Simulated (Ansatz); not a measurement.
# Series on Mg2+ TFSI- in diglyme and a fluorinated ether (TTE), by density

How do energy, pressure, forces, levels, charges and cost follow the density?

Computed with Ansatz 0.2.0: Kohn-Sham DFT, PBE+D3(BJ), PAW (set soft_2). Every run is a single point, with the atoms held where the recipe put them (cutoff of the plane-wave runs 420 eV, fixed occupations).

First member: 1 diglyme, 4 a fluorinated ether (TTE), 1 Mg2+, 2 TFSI- placed at random, at 1.42 g/cm³; overlaps pushed apart, then 10 ps at 550 K with divalent ions of Li, Roberts, Chakravorty and Merz (J. Chem. Theory Comput. 9, 2733 (2013)); MMFF94 bonds, angles, torsions, charges and radii (Halgren, J. Comput. Chem. 17, 490 (1996)) in harmonic and 12-6 forms; charges of ions scaled by 0.8. Snapshot after 30 ps at 300 K and fixed volume.

Last member: 1 diglyme, 4 a fluorinated ether (TTE), 1 Mg2+, 2 TFSI- placed at random, at 1.89 g/cm³; overlaps pushed apart, then 10 ps at 550 K with divalent ions of Li, Roberts, Chakravorty and Merz (J. Chem. Theory Comput. 9, 2733 (2013)); MMFF94 bonds, angles, torsions, charges and radii (Halgren, J. Comput. Chem. 17, 490 (1996)) in harmonic and 12-6 forms; charges of ions scaled by 0.8. Snapshot after 30 ps at 300 K and fixed volume.

The members:

```
density (g/cm³)     reduced formula  atoms  valence electrons  k-mesh        basis  density (g/cm³)
          1.419  MgH30C30S4N2O15F44    126                592   1×1×1  plane waves             1.42
          1.498  MgH30C30S4N2O15F44    126                592   1×1×1  plane waves             1.50
          1.577  MgH30C30S4N2O15F44    126                592   1×1×1  plane waves             1.58
          1.672  MgH30C30S4N2O15F44    126                592   1×1×1  plane waves             1.67
          1.766  MgH30C30S4N2O15F44    126                592   1×1×1  plane waves             1.77
          1.892  MgH30C30S4N2O15F44    126                592   1×1×1  plane waves             1.89
```

Each cell is one sample from a classical run, so sample-to-sample scatter enters every column; pressures lack the kinetic term, and hold the strain of bonds inside molecules, whose lengths the classical model set.

The input of the first member, without its atom lines; other members have their own cell and atoms, and may differ in mesh, basis and outputs:

```yaml
crystal:
  lattice:
    - [12.44488, 0.0, 0.0]
    - [0.0, 12.44488, 0.0]
    - [0.0, 0.0, 12.44488]
  atoms:
    [... 126 lines ...]
kpoints:
  mp_grid: { grid: [1, 1, 1] }
hamiltonian:
  xc: pbe
  dispersion: d3bj
scf:
  occupations: { method: fixed }
output:
  forces: true
  stress: true
  populations: true
  dos:
    method: { smearing: { sigma: 0.08 } }
    de: 0.1
    projected: { site_lists: { C: [C], F: [F], H: [H], Mg: [Mg], "N": ["N"] } }
  eigenvalues: true
  write_density: true
  write_potential: true
  volumetric_format: npy
```

Q: What do these runs give, and what do they cost?

Results; charges are mean Löwdin charges in e:

```
density (g/cm³)  energy less the first member's (meV/atom)  pressure (GPa)  r.m.s. force (eV/Å)  gap (eV)   q(N)   q(S)  q(Mg)
          1.419                                        0.0            1.03                0.905                5.37  -0.87  +2.21  +1.63
          1.498                                       -1.4            1.66                 1.01                5.40  -0.85  +2.21  +1.62
          1.577                                        8.9            2.25                 1.07                4.85  -0.86  +2.21  +1.64
          1.672                                        1.9            2.72                0.967                4.85  -0.86  +2.20  +1.62
          1.766                                        1.2           0.950                 1.03                4.12  -0.82  +2.17  +1.62
          1.892                                       19.0            3.02                0.923                4.34  -0.82  +2.19  +1.64
```

The gap is that between the highest filled and lowest empty Kohn-Sham level on the run's k-points, and semilocal functionals tend to put gaps under measured ones. Atoms aren't relaxed at this level, so pressure against density here is no equation of state. The projection misses up to 0.057 e an atom, so the charges add up to more than the cell's charge.

Cost on 8 threads of Arm Neoverse V2, shared host:

```
density (g/cm³)  atoms        basis  k-mesh  SCF cycles  time  host memory (GiB)
          1.419    126  plane waves   1×1×1           9  15 s                2.7
          1.498    126  plane waves   1×1×1          11  16 s                2.6
          1.577    126  plane waves   1×1×1           9  14 s                2.4
          1.672    126  plane waves   1×1×1          11  15 s                2.3
          1.766    126  plane waves   1×1×1          11  13 s                2.2
          1.892    126  plane waves   1×1×1          11  13 s                2.1
```

Times include the outputs that each run asked for, on hosts shared with other jobs.

**Reading.** The energy against the first member is lowest at 1.50 g/cm³ (-1.4 meV/atom) and highest at 1.89 g/cm³ (19.0 meV/atom); each member is a single configuration. The gap is lowest at 1.77 g/cm³ (4.12 eV) and highest at 1.50 g/cm³ (5.4 eV), falling overall but not at every step; in single samples it varies with the configuration. The mean charge on N lies between -0.87 and -0.82 e, rising overall but not at every step. The pressure is lowest at 1.77 g/cm³ (0.95 GPa) and highest at 1.89 g/cm³ (3 GPa), with no steady trend.

Caveats: The network of contacts between molecules at the start is that of the classical potential that made the cell, and needn't be the one that DFT or experiment would give. The cells aren't relaxed by DFT, which could reorder their energies.

[Logs are printed without paths, hosts, clocks, repeated set-up lines and the standing remarks that a program may print on its own settings, such as how far it seeks lower states.]

[Hosts, paths, dates, database ids (printed as entryN), source tags and the programs' standing remarks are cut or masked in the printed files.]

[The MMFF94 radii named for the starting cell were scaled by 0.96; in molecules described by MMFF94, hydrogen bound to N, O or S took a small fixed 12-6 site in their place.]
